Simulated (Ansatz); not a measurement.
## Starting-point dependence of the GW gap of WS2 (Tungstenite)

Aim: G0W0 for WS2 (Tungstenite) on several starting functionals, at one mesh, band count and screening cutoff.

Method: G0W0 on several functionals, plane waves, PAW, in Ansatz 0.2.0.

The database entry behind the starting cell differs from later determinations by our own check (an axis about 1.4 % long against later determinations), so it need not match the best structure at ambient conditions.

In doubt: masses and optical values from hybrid runs of this build are listed as unsure (step 4), which bears on the screening that GW takes from such a start.

## 1. The structure

The structure is hexagonal, space group P6_3/mmc (No. 194). The conventional cell has a = 3.180 Å, b = 3.180 Å, c = 12.500 Å, α = 90.00°, β = 90.00°, γ = 120.00°. Nearest to W lie 6 S at 2.41 Å. Nearest to S lie 3 W at 2.41 Å. Farther neighbours and most contacts between anions are not listed.

The cell and positions come from the Crystallography Open Database and are kept as given unless a step says otherwise. Spin-orbit coupling is left out unless a step names it. The default PAW set here is soft_2. Its files were made with PBE.

## 2. G0W0 on PBE

G0W0 replaces the xc potential by the self-energy, built once from these orbitals. Only a window of levels is corrected, while the sums run over the empty bands that the input names.

This step: G0W0 on PBE, plane waves, PAW.

input.yaml

```yaml
crystal:
  lattice:
    - [3.18, 0.0, 0.0]
    - [-1.59, 2.753960784, 0.0]
    - [0.0, 0.0, 12.5]
  atoms:
    - { symbol: W, position: [0.3333333333, 0.6666666667, 0.25] }
    - { symbol: W, position: [0.6666666667, 0.3333333333, 0.75] }
    - { symbol: S, position: [0.3333333333, 0.6666666667, 0.625] }
    - { symbol: S, position: [0.6666666667, 0.3333333333, 0.125] }
    - { symbol: S, position: [0.3333333333, 0.6666666667, 0.875] }
    - { symbol: S, position: [0.6666666667, 0.3333333333, 0.375] }
kpoints:
  mp_grid: { grid: [6, 6, 2] }
hamiltonian:
  xc: pbe
scf:
  occupations: { method: fixed }
gw:
  n_empty_bands: 867
  ecut_chi: 230.0
  qp_bands: [v2, c2]
  qp_kpoints: band_edges
  screening: { model: contour_deformation }
```

The run is started by

```
$ ansatz run input.yaml --threads 3 --pin off --max-ram 64512MiB --backend cuda --events-out ev --progress --plain --runs-dir out --devices 1 --max-vram 24GiB  # rebuilt from the run's record
```

Numbers of over 12 decimals in the logs are rounded to 6 here.

The program printed:

```text
GPUs: using 1 of 1 available (devices: 1).
Engine: ansatz 0.2.0, x86_64-unknown-linux-gnu
Pseudopotentials: kind: paw
Pseudopotential: W, paw, valence charge 14, recommended cutoff 420 eV (normal), W.paw.azcp
Pseudopotential: S, paw, valence charge 6, recommended cutoff 420 eV (normal), S.paw.azcp
Functional definition: PBE
  parameter kappa = 0.804
  parameter beta = 0.066725
  exchange = pbe_x(kappa = kappa, mu = beta*pi^2/3)
  correlation = pbe_c(beta = beta)
device memory: the entry about to start is reckoned to put 1.1 GiB on a device that reports 65.2 GiB free (of which the cap on the GPU budget leaves the run 24.0 GiB)
GPU FFT provider: cuFFT
GPU libraries: cuBLAS 13.8.2, cuFFT 12.4.0, cuSOLVER 12.3.4
Crystal: 6 atoms, lattice volume = 109.470 Å³
Basis set: ecut = 420 eV, 2129 PW (Γ)
Bands: 32, of which v1, the nominal top of the filled ones, is band 26 counted from 1 (25 counted from 0)
Symmetry: 24 space group operations
Space group: P63/mmc (ITA 194), of the structure as read, at distance tolerance 4.8e-5 Å
k-points: 14 of 72
Non-local potential: W, projectors of the file, l = 0: 3, l = 1: 2, l = 2: 2, l = 3: 1
Non-local potential: S, projectors of the file, l = 0: 2, l = 1: 2, l = 2: 2
PAW form: soft (Blöchl's): semilocal exchange-correlation on the pseudo side does not see the compensation charge
PAW one-centre angular grid: W, 590 points (default); XC on 64 Gauss nodes
PAW one-centre angular grid: S, 110 points (default); XC on 64 Gauss nodes
Initial density: superposition of atomic densities (neutral atoms: chi_scale 0, normalization atom), corrected by the library's trained network
Initial wavefunctions: pseudopotential atomic-orbital guess
GPU buffer pool allocated for 51840 grid points (all kernels)
GPU transforms: local potential and band sums: pruned to the plane-wave sphere, on 24×24×90
Functional: x = pbe(κ = 0.804, μ = 0.219515), c = pbe(β = 0.066725)
SCF iter   1: F=—  HF=-24382.787099 eV  |F-HF|=—  |Δ(HF+E_count)|=         —  Δρ=5.12e-3  dr2=1.66e-2  ethr=1.77e-3  ⟨swp⟩=5.0  Hψ=1822  notcnv=0  defer=33
preconditioner: auto → Resta (q_TF=auto, 2.410 Å⁻¹)  ε∞=7.5  [insulator: Δε(μ)=1.041 eV  Ē_g=8.375 eV  n_scr=26 (ndim 8)  ℏωp=21.3 eV  f_vac=0.025  ε∞_Penn≈7.5]
SCF iter   2: F=—  HF=-24382.791492 eV  |F-HF|=—  |Δ(HF+E_count)|=   4.39e-3  Δρ=2.73e-3  dr2=2.14e-3  ethr=3.19e-5  ⟨swp⟩=2.1  Hψ=754  notcnv=0  defer=54
SCF iter   3: F=—  HF=-24382.795206 eV  |F-HF|=—  |Δ(HF+E_count)|=   3.71e-3  Δρ=1.19e-3  dr2=4.51e-4  ethr=4.11e-6  ⟨swp⟩=2.1  Hψ=674  notcnv=0  defer=54
SCF iter   4: F=—  HF=-24382.796136 eV  |F-HF|=—  |Δ(HF+E_count)|=   9.30e-4  Δρ=6.56e-5  dr2=5.11e-6  ethr=8.68e-7  ⟨swp⟩=2.0  Hψ=711  notcnv=0  defer=54
SCF iter   5: F=—  HF=-24382.796141 eV  |F-HF|=—  |Δ(HF+E_count)|=   4.87e-6  Δρ=1.33e-5  dr2=1.99e-7  ethr=9.83e-9  ⟨swp⟩=2.0  Hψ=748  notcnv=0  defer=8
SCF iter   6: F=-24382.796141 eV  HF=-24382.796141 eV  |F-HF|=1.17e-8  |Δ(HF+E_count)|=   6.12e-8  Δρ=4.36e-6  dr2=2.76e-8  ethr=1.92e-10  ⟨swp⟩=5.3  Hψ=1391  notcnv=0
SCF 1 converged in 6 iterations: F = -24382.796141 eV  dr2 = 2.76e-8
  greatest PAW one-centre occupation: 1.000 electrons in one spin orbital (limit 2), on the W atom at site 1 (counted from 0), in its partial waves of l = 0
device memory: the entry about to start is reckoned to put 1.2 GiB (of the 1.3 GiB reckoned in all, the device holds 0.1 GiB already) on a device that reports 65.1 GiB free (of which the cap on the GPU budget leaves the run 23.9 GiB)
NSCF: frozen V_eff on 14 k-points, pencils in batches of 32, up to order 128
the band table was solved once the SCF had ended and its energy, with any forces and stress, was formed, with the checks that follow a solve (1825 applications of the Hamiltonian). They found nothing against the state; the energy, forces and stress were not computed again (output.eigenvalues in the input reference)
device memory: the entry about to start is reckoned to put 5.3 GiB on a device that reports 65.2 GiB free (of which the cap on the GPU budget leaves the run 24.0 GiB)
NSCF: frozen V_eff on 14 k-points
G₀W₀ screening: q 1/14
[... further progress lines ...]
SCF converged after 6 iterations
Free energy (F): -24382.796141 eV
Harris-Foulkes:  -24382.796141 eV  (|F-HF|=1.17e-8)
Internal energy: -24382.796141 eV  (E = F + TS)
E sigma→0 (E₀):  -24382.796141 eV
Fermi energy:    11.265030 eV
--- Per-component energies (eV) ---
  E_band       = -395.988630
  E_kinetic    = 1332.635153
  E_local      = -3640.499129  (includes V_loc(G=0)·N_el)
  E_nonlocal   = 114.712486
  E_hartree    = 1448.762133
  E_xc         = -924.384668
  E_vxc        = -830.176343  (∫ρ·V_xc dr)
  E_paw        = -19526.258880  (= ΣΔE_a)
  E_vpaw       = -270.187352  (= ΣTr[D̂ρ^β])
  E_aug_tail   = -0.000119  (compensation charges beyond the density's cutoff)
  E_ewald      = -3187.763116
  E_smearing   = -0.000000  (= −TS)
  E_closure    = 0.000000  (closes the sum)
  Σ components = -24382.796141   (vs F -24382.796141, Δ=0.00e0)
--- Band table (eV; the first three rows and the last of 14) ---
  k-point 0: bands = [... 22 lower, 8.9990, 9.6943, 10.1732, 11.2650, 13.5108, 13.5108, 13.5186, 13.5186, ... 2 higher]
  k-point 1: bands = [... 22 lower, 8.9778, 8.9778, 10.9613, 10.9613, 13.5077, 13.5077, 13.5077, 13.5077, ... 2 higher]
  k-point 2: bands = [... 22 lower, 8.9492, 9.7774, 10.0915, 10.4572, 12.8394, 13.2618, 13.3693, 13.4536, ... 2 higher]
  k-point 13: bands = [... 22 lower, 8.2312, 8.2312, 10.6075, 10.6075, 12.4366, 12.4366, 13.9183, 13.9183, ... 2 higher]
--- G₀W₀: contour deformation, 8 samples at zero and on the imaginary axis and 1 off it, 72 q-points, 867 empty bands' worth ---
  eigenvalues of the whole cell's RPA ε∞ on this k-mesh (on a slab, of 1 + 4πα/V) = 5.4036, 13.9333, 13.9333; static W/v taken at q = 0 is 0.073199
  bands read: the sum over 893 bands ends inside a degenerate multiplet in 8 slots, whose members it reads at an even weight; the widest, k=1: bands 893 to 894 (counted from 1) at 1/2 each
  gw.qp_kpoints: band_edges: 10 of 14 stored k-points solved, in 1 pass; an edge of the gap read off the rows below is read off those points alone
    valence top: of the k-points left out ik 6 came nearest to being solved in a further pass, in band 26 (counted from 1, as in the quasiparticle table): it holds the edge there only if its correction is more favourable than any solved in that band by at least 1.501 eV; those differ by 0.047 eV
    conduction bottom: of the k-points left out ik 4 came nearest to being solved in a further pass, in band 27 (counted from 1, as in the quasiparticle table): it holds the edge there only if its correction is more favourable than any solved in that band by at least 0.638 eV; those differ by 0.138 eV
    ik  band        ε_KS         Σx   Σc(E_QP)       V_xc       Z   E_QP_lin       E_QP  E_QP is
     0    25     10.1732   -18.1777     0.7783   -16.9538  0.7472     9.7241     9.7276  root
     0    26     11.2650   -19.4389     0.2692   -18.7641  0.7510    10.8578    10.8595  root
     0    27     13.5108   -13.7160    -4.4915   -18.3592  0.7543    13.6628    13.6624  root
     0    28     13.5108   -13.7160    -4.4915   -18.3592  0.7543    13.6628    13.6624  root
     1    25     10.9613   -19.1266     0.5203   -18.1682  0.7516    10.5209    10.5232  root
     1    26     10.9613   -19.1266     0.5203   -18.1682  0.7516    10.5209    10.5232  root
     1    27     13.5077   -13.6700    -4.4799   -18.2965  0.7540    13.6546    13.6542  root
     1    28     13.5077   -13.6700    -4.4799   -18.2965  0.7540    13.6546    13.6542  root
     2    25     10.0915   -18.8161     0.8793   -17.5025  0.7459     9.6538     9.6572  root
     2    26     10.4572   -19.1470     0.6874   -18.0356  0.7493    10.0306    10.0332  root
     2    27     12.8394   -13.1925    -4.1567   -17.3746  0.7555    12.8648    12.8648  root
     2    28     13.2618   -14.0692    -4.2420   -18.3794  0.7454    13.3299    13.3298  root
     3    25     10.3907   -19.1675     0.7949   -17.9335  0.7489     9.9486     9.9516  root
     3    26     10.3907   -19.1675     0.7949   -17.9335  0.7489     9.9486     9.9516  root
     3    27     13.1039   -13.5763    -4.2937   -17.9252  0.7525    13.1591    13.1590  root
     3    28     13.1039   -13.5763    -4.2937   -17.9252  0.7525    13.1591    13.1590  root
     8    25      9.7392   -19.4646     1.0763   -17.9520  0.7430     9.2991     9.3029  root
     8    26      9.7747   -19.5100     1.0518   -18.0318  0.7423     9.3447     9.3482  root
     8    27     12.3123   -12.9251    -3.9504   -16.8894  0.7627    12.3262    12.3262  root
     8    28     13.0540   -14.1664    -4.3953   -18.6512  0.7488    13.1436    13.1435  root
     9    25      9.7611   -19.4943     1.0620   -18.0005  0.7427     9.3257     9.3293  root
     9    26      9.7611   -19.4943     1.0620   -18.0005  0.7427     9.3257     9.3293  root
     9    27     12.6634   -13.4760    -4.1428   -17.6688  0.7582    12.7134    12.7134  root
     9    28     12.6634   -13.4760    -4.1428   -17.6688  0.7582    12.7134    12.7134  root
[...]
12    25     10.5317   -18.7023     0.3749   -17.9114  0.7548    10.1136    10.1157  root
    12    26     10.6990   -19.1380     0.2926   -18.4434  0.7545    10.2952    10.2971  root
    12    27     12.4363   -15.7041    -4.0519   -19.8261  0.7518    12.5065    12.5065  root
    12    28     12.4363   -15.7041    -4.0519   -19.8261  0.7518    12.5065    12.5065  root
    13    25     10.6075   -18.8759     0.3320   -18.1348  0.7548    10.1964    10.1985  root
    13    26     10.6075   -18.8759     0.3320   -18.1348  0.7548    10.1964    10.1985  root
    13    27     12.4366   -15.7105    -4.0519   -19.8326  0.7518    12.5069    12.5068  root
    13    28     12.4366   -15.7105    -4.0519   -19.8326  0.7518    12.5069    12.5068  root
```

It took 45 s on 1 × NVIDIA H100 80GB HBM3 (shared by 3 runs) with 3 threads of AMD EPYC 7R13 (Zen 3), shared host; peak memory 3.3 GiB.

Numbers from this step:

```
bands summed                                 : 893
RPA ε∞ on this mesh (eigenvalues)            : 5.404, 13.93, 13.93
plane waves in the screening matrix          : 835
q-points in the mesh                         : 72
G0W0 gap on the mesh                         : 1.467 eV
k of the valence top                         : 0, 0, 0
k of the conduction bottom                   : 0.1667, 0.1667, 0
starting gap on the mesh                     : 1.047 eV
Z at the valence top                         : 0.7510
Z at the conduction bottom                   : 0.7627
least direct G0W0 gap on the computed points : 2.209 eV
```

The gap on the mesh goes from 1.05 eV to 1.47 eV, a correction of +0.42 eV. Between the two edge states, bare exchange in place of the xc potential would open the gap by 4.64 eV, and correlation takes back 4.22 eV.

## 3. G0W0 on r2SCAN

The same correction from a different start measures what one shot leaves open.

This step: G0W0 on r2SCAN, plane waves, PAW.

input.yaml, as its differences from that of step 2:

```diff
@@ -15,3 +15,3 @@
 hamiltonian:
-  xc: pbe
+  xc: r2scan
 scf:
```

The program printed:

```text
GPUs: using 1 of 1 available (devices: 1).
[...]
GPU FFT provider: cuFFT
GPU libraries: cuBLAS 13.8.2, cuFFT 12.4.0, cuSOLVER 12.3.4
Crystal: 6 atoms, lattice volume = 109.470 Å³
Basis set: ecut = 500 eV, 2775 PW (Γ), exchange–correlation on 96×96×384 points (64 copies of the dense FFT grid, shifted against one another)
Bands: 32, of which v1, the nominal top of the filled ones, is band 26 counted from 1 (25 counted from 0)
[... 1 set-up line as in the run before ...]
[...]
k-points: 14 of 72
[...]
GPU buffer pool allocated for 55296 grid points (all kernels)
[...]
SCF iter   1: F=—  HF=-24423.137072 eV  |F-HF|=—  |Δ(HF+E_count)|=         —  Δρ=7.83e-3  dr2=4.30e-2  dr2_τ=1.63e-1  ethr=1.77e-3  ⟨swp⟩=4.1  Hψ=1846  notcnv=0  defer=43
[...]
SCF iter   7: F=-24423.281796 eV  HF=-24423.281796 eV  |F-HF|=7.06e-9  |Δ(HF+E_count)|=   1.45e-7  Δρ=2.40e-6  dr2=4.36e-9  dr2_τ=6.67e-10  ethr=1.92e-10  ⟨swp⟩=7.0  Hψ=1628  notcnv=0
SCF 1 converged in 7 iterations: F = -24423.281796 eV  dr2 = 4.36e-9
[...]
NSCF: frozen V_eff on 14 k-points, pencils in batches of 32, up to order 128
[...]
NSCF: frozen V_eff on 14 k-points
G₀W₀ screening: q 1/14
[... further progress lines ...]
SCF converged after 7 iterations
Free energy (F): -24423.281796 eV
[...]
Internal energy: -24423.281796 eV  (E = F + TS)
E sigma→0 (E₀):  -24423.281796 eV
Fermi energy:    11.139004 eV
[...]
--- Band table (eV; the first three rows and the last of 14) ---
  k-point 0: bands = [... 22 lower, 8.7237, 9.4351, 10.0121, 11.1390, 13.5356, 13.5356, 13.5443, 13.5443, ... 2 higher]
  k-point 1: bands = [... 22 lower, 8.7014, 8.7014, 10.8137, 10.8137, 13.5312, 13.5312, 13.5312, 13.5312, ... 2 higher]
  k-point 2: bands = [... 22 lower, 8.6787, 9.5309, 9.9162, 10.3029, 12.8452, 13.2480, 13.4372, 13.4466, ... 2 higher]
  k-point 13: bands = [... 22 lower, 7.9242, 7.9242, 10.4352, 10.4352, 12.3877, 12.3877, 13.9479, 13.9479, ... 2 higher]
[...]
0    25     10.0121   -18.3648     0.7732   -17.2873  0.7545     9.7063     9.7078  root
     0    26     11.1390   -19.5954     0.2870   -19.0188  0.7585    10.8487    10.8495  root
     0    27     13.5356   -13.7856    -4.4697   -18.4545  0.7623    13.7355    13.7348  root
     0    28     13.5356   -13.7856    -4.4697   -18.4545  0.7623    13.7355    13.7348  root
     1    25     10.8137   -19.2615     0.5280   -18.4256  0.7592    10.5048    10.5058  root
     1    26     10.8137   -19.2615     0.5280   -18.4256  0.7592    10.5048    10.5058  root
     1    27     13.5312   -13.7450    -4.4529   -18.3912  0.7618    13.7252    13.7246  root
     1    28     13.5312   -13.7450    -4.4529   -18.3912  0.7618    13.7252    13.7246  root
[...]
13    25     10.4352   -18.9884     0.3218   -18.3924  0.7623    10.1602    10.1610  root
    13    26     10.4352   -18.9884     0.3218   -18.3924  0.7623    10.1602    10.1610  root
    13    27     12.3877   -15.9338    -4.0094   -20.0992  0.7581    12.5440    12.5437  root
    13    28     12.3877   -15.9338    -4.0094   -20.0992  0.7581    12.5440    12.5437  root
```

It took 49 s on 1 × NVIDIA H100 80GB HBM3 (shared by 3 runs) with 3 threads; peak memory 3.6 GiB; 90 s of CPU time.

Numbers from this step:

```
bands summed                                 : 893
RPA ε∞ on this mesh (eigenvalues)            : 5.060, 12.87, 12.87
plane waves in the screening matrix          : 835
q-points in the mesh                         : 72
G0W0 gap on the mesh                         : 1.537 eV
k of the valence top                         : 0, 0, 0
k of the conduction bottom                   : 0.1667, 0.1667, 0
starting gap on the mesh                     : 1.155 eV
Z at the valence top                         : 0.7585
Z at the conduction bottom                   : 0.7696
least direct G0W0 gap on the computed points : 2.285 eV
```

Against the run with 6×6×2 mesh, 867 empty bands, screening to 230 eV on PBE, the gap moves by +0.07 eV, while the start moved by +0.11 eV.

## 4. G0W0 on HSE06

This step: G0W0 on HSE06, plane waves, PAW.

input.yaml, as its differences from that of step 3:

```diff
@@ -15,3 +15,3 @@
 hamiltonian:
-  xc: r2scan
+  xc: hse06
 scf:
```

The program printed:

```text
GPUs: using 1 of 1 available (devices: 1).
[...]
davidson cushion auto → on  (no smearing: the cushion is to keep the highest requested band from converging to the state above it; pin scf.eigensolver.cushion to override)
[...]
GPU FFT provider: cuFFT
GPU libraries: cuBLAS 13.8.2, cuFFT 12.4.0, cuSOLVER 12.3.4
Crystal: 6 atoms, lattice volume = 109.470 Å³
Basis set: ecut = 420 eV, 2129 PW (Γ)
[...]
1    27     13.8710   -13.5141    -4.3865   -17.8127  0.7787    13.7832    13.7831  root
     1    28     13.8710   -13.5141    -4.3865   -17.8127  0.7787    13.7832    13.7831  root
[...]
13    25     10.2498   -18.7532     0.2710   -18.2691  0.7803    10.0363    10.0367  root
    13    26     10.2498   -18.7532     0.2710   -18.2691  0.7803    10.0363    10.0367  root
    13    27     12.5649   -15.5678    -3.9307   -19.4483  0.7769    12.5147    12.5146  root
    13    28     12.5649   -15.5678    -3.9307   -19.4483  0.7769    12.5147    12.5146  root
[key lines of the parts left out:]
Free energy (F): -24386.871162 eV
Fermi energy:    10.936866 eV
```

Wall time 2.4 min (1 × NVIDIA H100 80GB HBM3 (shared by 3 runs) with 3 threads); peak memory 3.8 GiB; 3.2 min of CPU time.

This step gave:

```
bands summed                                 : 893
RPA ε∞ on this mesh (eigenvalues)            : 4.599, 11.11, 11.11
plane waves in the screening matrix          : 835
G0W0 gap on the mesh                         : 1.677 eV
k of the valence top                         : 0, 0, 0
k of the conduction bottom                   : 0.1667, 0.1667, 0
starting gap on the mesh                     : 1.578 eV
least direct G0W0 gap on the computed points : 2.379 eV
```

Against the run with 6×6×2 mesh, 867 empty bands, screening to 230 eV on r2SCAN, the gap moves by +0.14 eV, while the start moved by +0.42 eV.

## 5. Side by side

All on the 6×6×2 mesh with 867 empty bands and screening to 230 eV. Times are wall times on 1 × NVIDIA H100 80GB HBM3 (shared by 3 runs) with 3 threads of AMD EPYC 7R13 (Zen 3), shared host, good to a factor of about two.

```tsv
start	starting gap (eV)	shift (eV)	G0W0 gap (eV)	RPA ε∞ (harmonic mean)	Z (valence, conduction)	time
PBE	1.05	+0.42	1.47	9.13	0.75, 0.76	45 s
r2SCAN	1.15	+0.38	1.54	8.50	0.76, 0.77	49 s
HSE06	1.58	+0.10	1.68	7.55	0.78, 0.79	2.4 min
```

How the two edges are built up, in eV (the quasiparticle level is the starting level plus Σx plus Σc less Vxc):

```tsv
run	edge	start	Σx	Σc	Vxc	Z	QP
PBE	valence top	11.27	-19.44	0.27	-18.76	0.75	10.86
PBE	conduction bottom	12.31	-12.93	-3.95	-16.89	0.76	12.33
r2SCAN	valence top	11.14	-19.60	0.29	-19.02	0.76	10.85
r2SCAN	conduction bottom	12.29	-13.06	-3.94	-17.09	0.77	12.39
HSE06	valence top	10.94	-19.46	0.30	-18.94	0.78	10.71
HSE06	conduction bottom	12.51	-12.72	-3.89	-16.49	0.79	12.39
```

For a hybrid start, Vxc holds its share of exact exchange.

## 6. Results

```
G0W0@PBE     : 1.47 eV (start 1.05 eV)
G0W0@r2SCAN  : 1.54 eV (start 1.15 eV)
G0W0@HSE06   : 1.68 eV (start 1.58 eV)
known limits : not at the basis limit; no spin-orbit coupling
```

**Reading.** The starting gaps span 0.53 eV and the G0W0 gaps 0.21 eV. Between PBE and HSE06, 0.21 eV of the 0.53 eV survives, 40 %. HSE06 screens less than PBE (ε∞ 7.55 against 9.13). Of the 0.21 eV by which its G0W0 gap is higher, the correlation part gives +0.04 eV, and exchange with the one-particle terms, which follow the orbitals, +0.17 eV. The smallest correction, +0.10 eV, is on HSE06, the start nearest to reproducing itself. Bands and cutoff are finite, so the gap is not at the basis limit. The miss can reach some tenths of an eV and take either sign; the mesh is an error of its own. The many-body steps are scalar-relativistic: spin-orbit coupling is not in them.

[Paths, hosts, dates, memory and timing lines, banners, echoed tables and standing remarks are left out of the program output.]

[Logs are printed without paths, hosts, clocks, repeated set-up lines and the standing remarks that a program may print on its own settings, such as how far it seeks lower states.]

[Runs of the session that timed out or met a known fault of the program may be left out.]

[Cells called generated may have been cut or substituted from an entry of the Crystallography Open Database or the Materials Project.]

[Hosts, paths, dates, database ids (printed as entryN), source tags and the programs' standing remarks are cut or masked in the printed files.]
